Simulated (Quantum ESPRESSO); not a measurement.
# Magnetic state of MnHg from several starts

A self-consistent run ends on one state, which hangs on the start. Several orders of MnHg are started in Quantum ESPRESSO and their energies compared.

Calculated with Quantum ESPRESSO 7.5; PBE; plane waves with GBRV 1.5 PBE potentials, no spin-orbit coupling.

## (1) The structure

Symmetry: Pm-3m, No. 221, cubic system. The conventional cell has a = 3.315 Å, b = 3.315 Å, c = 3.315 Å, α = 90.00°, β = 90.00°, γ = 90.00°. Mn has 8 Hg at 2.87 Å nearest. Hg has 8 Mn at 2.87 Å nearest. Farther neighbours are not listed.

The cell comes from the Crystallography Open Database.

## (2) Start 1: ferro +

The signs are those of the starting moments on the seeded atoms, the atoms that are given a moment.

pw.in

```
&CONTROL
  calculation = 'scf'
  prefix = 'pwscf'
  outdir = './tmp'
  pseudo_dir = './pseudo'
  disk_io = 'nowf'
  tprnfor = .true.
  tstress = .true.
/
&SYSTEM
  ibrav = 0
  nat = 2
  ntyp = 2
  ecutwfc = 40
  ecutrho = 280
  nbnd = 22
  occupations = 'smearing'
  smearing = 'fd'
  degauss = 0.00999582
  nspin = 2
  starting_magnetization(1) = 0.2333
  starting_magnetization(2) = 0
/
&ELECTRONS
  conv_thr = 4d-09
  electron_maxstep = 150
  mixing_beta = 0.3
/
ATOMIC_SPECIES
Mn     54.9380 mn_pbe_v1.5.uspp.F.UPF
Hg    200.5920 hg_pbe_v1.uspp.F.UPF
CELL_PARAMETERS bohr
   6.2644421031    0.0000000000    0.0000000000
   0.0000000000    6.2644421031    0.0000000000
   0.0000000000    0.0000000000    6.2644421031
ATOMIC_POSITIONS crystal
Mn      0.5000000000    0.5000000000    0.5000000000
Hg      0.0000000000    0.0000000000    0.0000000000
K_POINTS automatic
8 8 8 0 0 0
```

Run with:

```
OMP_NUM_THREADS=1 mpirun -n 2 pw.x -nk 2 -in pw.in > pw.out
```

The program printed:

```text
Program PWSCF v.7.5 starts

     Message from routine setup:
     using ibrav=0 with symmetry is DISCOURAGED, use correct ibrav instead

     K-points division:     npool     =       2
     Subspace diagonalization in iterative solution of the eigenvalue problem:

     G-vector sticks info
     --------------------
     sticks:   dense  smooth     PW     G-vecs:    dense   smooth      PW
     Sum         877     497    161                19549     8385    1551

     Using Slab Decomposition

     bravais-lattice index     =            0
     lattice parameter (alat)  =       6.2644  a.u.
     unit-cell volume          =     245.8370 (a.u.)^3
     number of atoms/cell      =            2
     number of atomic types    =            2
     number of electrons       =        27.00
     number of Kohn-Sham states=           22
     kinetic-energy cutoff     =      40.0000  Ry
     charge density cutoff     =     280.0000  Ry
     scf convergence threshold =      4.0E-09
     mixing beta               =       0.3000
     number of iterations used =            8  plain     mixing
     Exchange-correlation= SLA  PW   PBE  PBE
                           (   1   4   3   4   0   0   0)

     celldm(1)=   6.264442  celldm(2)=   0.000000  celldm(3)=   0.000000
     celldm(4)=   0.000000  celldm(5)=   0.000000  celldm(6)=   0.000000

     crystal axes: (cart. coord. in units of alat)
               a(1) = (   1.000000   0.000000   0.000000 )
               a(2) = (   0.000000   1.000000   0.000000 )
               a(3) = (   0.000000   0.000000   1.000000 )

     reciprocal axes: (cart. coord. in units 2 pi/alat)
               b(1) = (  1.000000  0.000000  0.000000 )
               b(2) = (  0.000000  1.000000  0.000000 )
               b(3) = (  0.000000  0.000000  1.000000 )

     PseudoPot. # 1 for Mn read from file:
     mn_pbe_v1.5.uspp.F.UPF
     Pseudo is Ultrasoft + core correction, Zval = 15.0
     Generated by new atomic code, or converted to UPF format
     Using radial grid of  859 points,  6 beta functions with:
                l(1) =   0
                l(2) =   0
                l(3) =   1
                l(4) =   1
                l(5) =   2
                l(6) =   2
     Q(r) pseudized with  8 coefficients,  rinner =    0.950   0.950   0.950
                                                       0.950   0.950

     PseudoPot. # 2 for Hg read from file:
     hg_pbe_v1.uspp.F.UPF
     Pseudo is Ultrasoft + core correction, Zval = 12.0
     Generated by new atomic code, or converted to UPF format
     Using radial grid of  985 points,  6 beta functions with:
                l(1) =   0
                l(2) =   0
                l(3) =   1
                l(4) =   1
                l(5) =   2
                l(6) =   2
     Q(r) pseudized with  8 coefficients,  rinner =    2.000   2.000   2.000
                                                       2.000   2.000

     atomic species   valence    mass     pseudopotential
     Mn               15.00    54.93800     Mn( 1.00)
     Hg               12.00   200.59200     Hg( 1.00)

     Starting magnetic structure
     atomic species   magnetization
     Mn              0.233
     Hg              0.000

     48 Sym. Ops., with inversion, found

   Cartesian axes

     site n.     atom                  positions (alat units)
         1        Mn     tau(   1) = (   0.5000000   0.5000000   0.5000000  )
         2        Hg     tau(   2) = (   0.0000000   0.0000000   0.0000000  )

     number of k points=    35  Fermi-Dirac smearing, width (Ry)=  0.0100
                       cart. coord. in units 2pi/alat
        k(    1) = (   0.0000000   0.0000000   0.0000000), wk =   0.0019531
        k(    2) = (   0.0000000   0.0000000   0.1250000), wk =   0.0117188
        k(    3) = (   0.0000000   0.0000000   0.2500000), wk =   0.0117188
        k(    4) = (   0.0000000   0.0000000   0.3750000), wk =   0.0117188
        k(    5) = (   0.0000000   0.0000000  -0.5000000), wk =   0.0058594
        [... 30 further k-points ...]

     Dense  grid:    19549 G-vectors     FFT dimensions: (  36,  36,  36)

     Smooth grid:     8385 G-vectors     FFT dimensions: (  25,  25,  25)

     Check: negative core charge=   -0.000026
     Generating pointlists ...
     new r_m :   0.3572 (alat units)  2.2379 (a.u.) for type    1
     new r_m :   0.3572 (alat units)  2.2379 (a.u.) for type    2

     Initial potential from superposition of free atoms

     starting charge      26.4999, renormalised to      27.0000
     Starting wfcs are   22 randomized atomic wfcs

     Self-consistent Calculation

     iteration #  1     ecut=    40.00 Ry     beta= 0.30
     Davidson diagonalization with overlap
     ethr =  1.00E-02,  avg # of iterations =  4.1

     total energy              =    -318.87377996 Ry
     estimated scf accuracy    <       0.38488746 Ry

     total magnetization       =     3.62 Bohr mag/cell
     absolute magnetization    =     3.75 Bohr mag/cell

     iteration #  2     ecut=    40.00 Ry     beta= 0.30
     Davidson diagonalization with overlap
     ethr =  1.43E-03,  avg # of iterations =  2.0

     total energy              =    -318.93386516 Ry
     estimated scf accuracy    <       0.02503084 Ry

     total magnetization       =     3.69 Bohr mag/cell
     absolute magnetization    =     3.85 Bohr mag/cell

     iteration #  3     ecut=    40.00 Ry     beta= 0.30
     Davidson diagonalization with overlap
     ethr =  9.27E-05,  avg # of iterations =  2.3

     total energy              =    -318.93768816 Ry
     estimated scf accuracy    <       0.01163753 Ry

     total magnetization       =     3.77 Bohr mag/cell
     absolute magnetization    =     3.95 Bohr mag/cell

     [... further iterations left out ...]

     iteration # 10     ecut=    40.00 Ry     beta= 0.30
     Davidson diagonalization with overlap
     ethr =  7.30E-09,  avg # of iterations =  2.6

     negative rho (up, down):  0.000E+00 2.633E-04

     total energy              =    -318.94180636 Ry
     estimated scf accuracy    <       0.00000016 Ry

     total magnetization       =     3.90 Bohr mag/cell
     absolute magnetization    =     4.14 Bohr mag/cell

     iteration # 11     ecut=    40.00 Ry     beta= 0.30
     Davidson diagonalization with overlap
     ethr =  5.96E-10,  avg # of iterations =  2.8

     negative rho (up, down):  0.000E+00 2.635E-04

     total energy              =    -318.94180641 Ry
     estimated scf accuracy    <       0.00000004 Ry

     total magnetization       =     3.90 Bohr mag/cell
     absolute magnetization    =     4.14 Bohr mag/cell

     iteration # 12     ecut=    40.00 Ry     beta= 0.30
     Davidson diagonalization with overlap
     ethr =  1.32E-10,  avg # of iterations =  2.5

     negative rho (up, down):  0.000E+00 2.634E-04

     total energy              =    -318.94180643 Ry
     estimated scf accuracy    <       0.00000001 Ry

     total magnetization       =     3.90 Bohr mag/cell
     absolute magnetization    =     4.14 Bohr mag/cell

     iteration # 13     ecut=    40.00 Ry     beta= 0.30
     Davidson diagonalization with overlap
     ethr =  5.44E-11,  avg # of iterations =  1.9

     negative rho (up, down):  0.000E+00 2.634E-04

     Magnetic moment per site  (integrated on atomic sphere of radius R)
     atom   1 (R=0.357)  charge= 13.7144  magn=  3.8675
     atom   2 (R=0.357)  charge= 10.1812  magn= -0.0240

     End of self-consistent calculation

     [... lines left out ...]
     the Fermi energy is    13.9375 ev

!    total energy              =    -318.94180645 Ry
     estimated scf accuracy    <          1.1E-10 Ry
     smearing contrib. (-TS)   =      -0.00686083 Ry
     internal energy E=F+TS    =    -318.93494562 Ry

     The total energy is F=E-TS. E is the sum of the following terms:
     one-electron contribution =    -118.08415281 Ry
     hartree contribution      =      78.12680570 Ry
     xc contribution           =     -65.76472222 Ry
     ewald contribution        =    -213.21287629 Ry

     total magnetization       =     3.90 Bohr mag/cell
     absolute magnetization    =     4.14 Bohr mag/cell

     convergence has been achieved in  13 iterations

     negative rho (up, down):  0.000E+00 2.634E-04

     Forces acting on atoms (cartesian axes, Ry/au):

     atom    1 type  1   force =     0.00000000    0.00000000    0.00000000
     atom    2 type  2   force =     0.00000000    0.00000000    0.00000000

     Total force =     0.000000     Total SCF correction =     0.000000

     Computing stress (Cartesian axis) and pressure

     negative rho (up, down):  0.000E+00 2.634E-04
          total   stress  (Ry/bohr**3)                   (kbar)     P=        5.84
   0.00003972   0.00000000   0.00000000            5.84        0.00        0.00
   0.00000000   0.00003972   0.00000000            0.00        5.84        0.00
   0.00000000   0.00000000   0.00003972            0.00        0.00        5.84

=------------------------------------------------------------------------------=
   JOB DONE.
=------------------------------------------------------------------------------=
```

Run time: 14 s. Hardware: 2 MPI ranks of Intel Xeon Platinum 8488C (Sapphire Rapids), shared host; peak memory 0.21 GiB; 27 s of CPU time.

Spin moment in the atom's sphere by atom:

```
atom  spin moment in the atom's sphere (μB)
 Mn1                                   3.87
 Hg2                                  -0.02
```

Numbers from this step:

```yaml
smearing_term_ts: 0.09335 eV
pressure: 0.5843 GPa
magnetization: 3.901 μB
absolute_magnetization: 4.142 μB
final_state: ferromagnetic
```

## (3) Start 2: antiferro q=(0,1/2,1/2) +−

The cell is doubled to 4 atoms to hold this order. The wavevector q is in fractions of the reciprocal vectors of the crystal's primitive cell, as the cells of these inputs are built from it; moments change sign between cells as cos(2π q·R).

pw.in

```
&CONTROL
  calculation = 'scf'
  prefix = 'pwscf'
  outdir = './tmp'
  pseudo_dir = './pseudo'
  disk_io = 'nowf'
  tprnfor = .true.
  tstress = .true.
/
&SYSTEM
  ibrav = 0
  nat = 4
  ntyp = 3
  ecutwfc = 40
  ecutrho = 280
  nbnd = 36
  occupations = 'smearing'
  smearing = 'fd'
  degauss = 0.00999582
  nspin = 2
  starting_magnetization(1) = 0.2333
  starting_magnetization(2) = -0.2333
  starting_magnetization(3) = 0
/
&ELECTRONS
  conv_thr = 8d-09
  electron_maxstep = 150
  mixing_beta = 0.3
/
ATOMIC_SPECIES
Mn1    54.9380 mn_pbe_v1.5.uspp.F.UPF
Mn2    54.9380 mn_pbe_v1.5.uspp.F.UPF
Hg    200.5920 hg_pbe_v1.uspp.F.UPF
CELL_PARAMETERS bohr
   6.2644421031    0.0000000000    0.0000000000
   0.0000000000   12.5288842063    0.0000000000
   0.0000000000    6.2644421031    6.2644421031
ATOMIC_POSITIONS crystal
Mn1     0.5000000000    0.0000000000    0.5000000000
Mn2     0.5000000000    0.5000000000    0.5000000000
Hg      0.0000000000    0.0000000000    0.0000000000
Hg      0.0000000000    0.5000000000    0.0000000000
K_POINTS automatic
8 4 8 0 0 0
```

The program printed:

```text
[banner, memory and clock lines left out]
Program PWSCF v.7.5 starts

     Message from routine setup:
     using ibrav=0 with symmetry is DISCOURAGED, use correct ibrav instead

     bravais-lattice index     =            0
     lattice parameter (alat)  =       6.2644  a.u.
     unit-cell volume          =     491.6739 (a.u.)^3
     number of atoms/cell      =            4
     number of atomic types    =            3
     number of electrons       =        54.00
     number of Kohn-Sham states=           36
     kinetic-energy cutoff     =      40.0000  Ry
     charge density cutoff     =     280.0000  Ry
     scf convergence threshold =      8.0E-09
     mixing beta               =       0.3000
     number of iterations used =            8  plain     mixing
     Exchange-correlation= SLA  PW   PBE  PBE
                           (   1   4   3   4   0   0   0)

     celldm(1)=   6.264442  celldm(2)=   0.000000  celldm(3)=   0.000000
     celldm(4)=   0.000000  celldm(5)=   0.000000  celldm(6)=   0.000000

     crystal axes: (cart. coord. in units of alat)
               a(1) = (   1.000000   0.000000   0.000000 )
               a(2) = (   0.000000   2.000000   0.000000 )
               a(3) = (   0.000000   1.000000   1.000000 )

     reciprocal axes: (cart. coord. in units 2 pi/alat)
               b(1) = (  1.000000  0.000000  0.000000 )
               b(2) = (  0.000000  0.500000 -0.500000 )
               b(3) = (  0.000000  0.000000  1.000000 )

     PseudoPot. # 1 for Mn read from file:
     mn_pbe_v1.5.uspp.F.UPF
     Pseudo is Ultrasoft + core correction, Zval = 15.0

     PseudoPot. # 2 for Mn read from file:
     mn_pbe_v1.5.uspp.F.UPF
     Pseudo is Ultrasoft + core correction, Zval = 15.0

     PseudoPot. # 3 for Hg read from file:
     hg_pbe_v1.uspp.F.UPF
     Pseudo is Ultrasoft + core correction, Zval = 12.0

     atomic species   valence    mass     pseudopotential
     Mn1              15.00    54.93800     Mn( 1.00)
     Mn2              15.00    54.93800     Mn( 1.00)
     Hg               12.00   200.59200     Hg( 1.00)

     Starting magnetic structure
     atomic species   magnetization
     Mn1             0.233
     Mn2            -0.233
     Hg              0.000

     16 Sym. Ops., with inversion, found ( 8 have fractional translation)

   Cartesian axes

     site n.     atom                  positions (alat units)
         1        Mn1    tau(   1) = (   0.5000000   0.5000000   0.5000000  )
         2        Mn2    tau(   2) = (   0.5000000   1.5000000   0.5000000  )
         3        Hg     tau(   3) = (   0.0000000   0.0000000   0.0000000  )
         4        Hg     tau(   4) = (   0.0000000   1.0000000   0.0000000  )

     number of k points=    45  Fermi-Dirac smearing, width (Ry)=  0.0100
                       cart. coord. in units 2pi/alat
        k(    1) = (   0.0000000   0.0000000   0.0000000), wk =   0.0039062
        k(    2) = (   0.0000000   0.0000000   0.1250000), wk =   0.0156250
        k(    3) = (   0.0000000   0.0000000   0.2500000), wk =   0.0156250
        k(    4) = (   0.0000000   0.0000000   0.3750000), wk =   0.0156250
        k(    5) = (   0.0000000   0.0000000  -0.5000000), wk =   0.0039062
        [... 40 further k-points ...]

     Dense  grid:    38957 G-vectors     FFT dimensions: (  36,  72,  48)

     Smooth grid:    16781 G-vectors     FFT dimensions: (  25,  54,  36)

     Check: negative core charge=   -0.000026
     Generating pointlists ...
     new r_m :   0.3572 (alat units)  2.2379 (a.u.) for type    1
     new r_m :   0.3572 (alat units)  2.2379 (a.u.) for type    2
     new r_m :   0.3572 (alat units)  2.2379 (a.u.) for type    3

     Initial potential from superposition of free atoms

     starting charge      52.9997, renormalised to      54.0000
     Starting wfcs are   44 randomized atomic wfcs

     Self-consistent Calculation

     iteration #  1     ecut=    40.00 Ry     beta= 0.30
     Davidson diagonalization with overlap
     ethr =  1.00E-02,  avg # of iterations =  3.5

     total energy              =    -637.73948146 Ry
     estimated scf accuracy    <       0.71970420 Ry

     total magnetization       =     0.00 Bohr mag/cell
     absolute magnetization    =     7.46 Bohr mag/cell

     iteration #  2     ecut=    40.00 Ry     beta= 0.30
     Davidson diagonalization with overlap
     ethr =  1.33E-03,  avg # of iterations =  2.1

     total energy              =    -637.85895653 Ry
     estimated scf accuracy    <       0.04966260 Ry

     total magnetization       =    -0.00 Bohr mag/cell
     absolute magnetization    =     7.68 Bohr mag/cell

     [... further iterations left out ...]

     iteration # 12     ecut=    40.00 Ry     beta= 0.30
     Davidson diagonalization with overlap
     ethr =  3.98E-10,  avg # of iterations =  2.8

     negative rho (up, down):  1.942E-04 1.941E-04

     total energy              =    -637.87494059 Ry
     estimated scf accuracy    <       0.00000004 Ry

     total magnetization       =    -0.00 Bohr mag/cell
     absolute magnetization    =     8.16 Bohr mag/cell

     iteration # 13     ecut=    40.00 Ry     beta= 0.30
     Davidson diagonalization with overlap
     ethr =  8.14E-11,  avg # of iterations =  2.7

     negative rho (up, down):  1.941E-04 1.941E-04

     Magnetic moment per site  (integrated on atomic sphere of radius R)
     atom   1 (R=0.357)  charge= 13.7129  magn=  3.8751
     atom   2 (R=0.357)  charge= 13.7129  magn= -3.8751
     atom   3 (R=0.357)  charge= 10.1863  magn=  0.0000
     atom   4 (R=0.357)  charge= 10.1863  magn= -0.0000

     End of self-consistent calculation

     [... lines left out ...]
     the Fermi energy is    13.8831 ev

!    total energy              =    -637.87494061 Ry
     estimated scf accuracy    <          1.6E-09 Ry
     smearing contrib. (-TS)   =      -0.01498059 Ry
     internal energy E=F+TS    =    -637.85996002 Ry

     The total energy is F=E-TS. E is the sum of the following terms:
     one-electron contribution =    -236.17986393 Ry
     hartree contribution      =     156.28090643 Ry
     xc contribution           =    -131.53524994 Ry
     ewald contribution        =    -426.42575258 Ry

     total magnetization       =    -0.00 Bohr mag/cell
     absolute magnetization    =     8.16 Bohr mag/cell

     convergence has been achieved in  13 iterations

     negative rho (up, down):  1.941E-04 1.941E-04

     Forces acting on atoms (cartesian axes, Ry/au):

     atom    1 type  1   force =     0.00000000    0.00000000    0.00000000
     atom    2 type  2   force =     0.00000000    0.00000000    0.00000000
     atom    3 type  3   force =     0.00000000    0.00000000   -0.00000000
     atom    4 type  3   force =     0.00000000    0.00000000    0.00000000

     Total force =     0.000000     Total SCF correction =     0.000000

     Computing stress (Cartesian axis) and pressure

     negative rho (up, down):  1.941E-04 1.941E-04
          total   stress  (Ry/bohr**3)                   (kbar)     P=       11.81
   0.00005103   0.00000000  -0.00000000            7.51        0.00       -0.00
   0.00000000   0.00009492   0.00000000            0.00       13.96        0.00
  -0.00000000   0.00000000   0.00009492           -0.00        0.00       13.96
```

It took 76 s on 2 MPI ranks; peak memory 0.39 GiB.

Spin moment in the atom's sphere by atom:

```
atom  spin moment in the atom's sphere (μB)
 Mn1                                   3.88
 Mn2                                  -3.88
 Hg3                                   0.00
 Hg4                                   0.00
```

Numbers from this step:

```yaml
smearing_term_ts: 0.2038 eV
pressure: 1.181 GPa
magnetization: 0 μB
absolute_magnetization: 8.161 μB
final_state: antiferromagnetic
```

(Continued in part 2 of 3.)

[Logs and program files are shortened in this print: banners, set-up blocks, solver, clock and traceback lines can be left out without a mark of their own.]

[Logs are printed without paths, hosts, clocks, repeated set-up lines and the standing remarks that a program may print on its own settings, such as how far it seeks lower states.]

[Hosts, paths, dates, database ids (printed as entryN), source tags and the programs' standing remarks are cut or masked in the printed files.]

[Where a cell is said to come from a database of computed structures, the database is the Materials Project.]
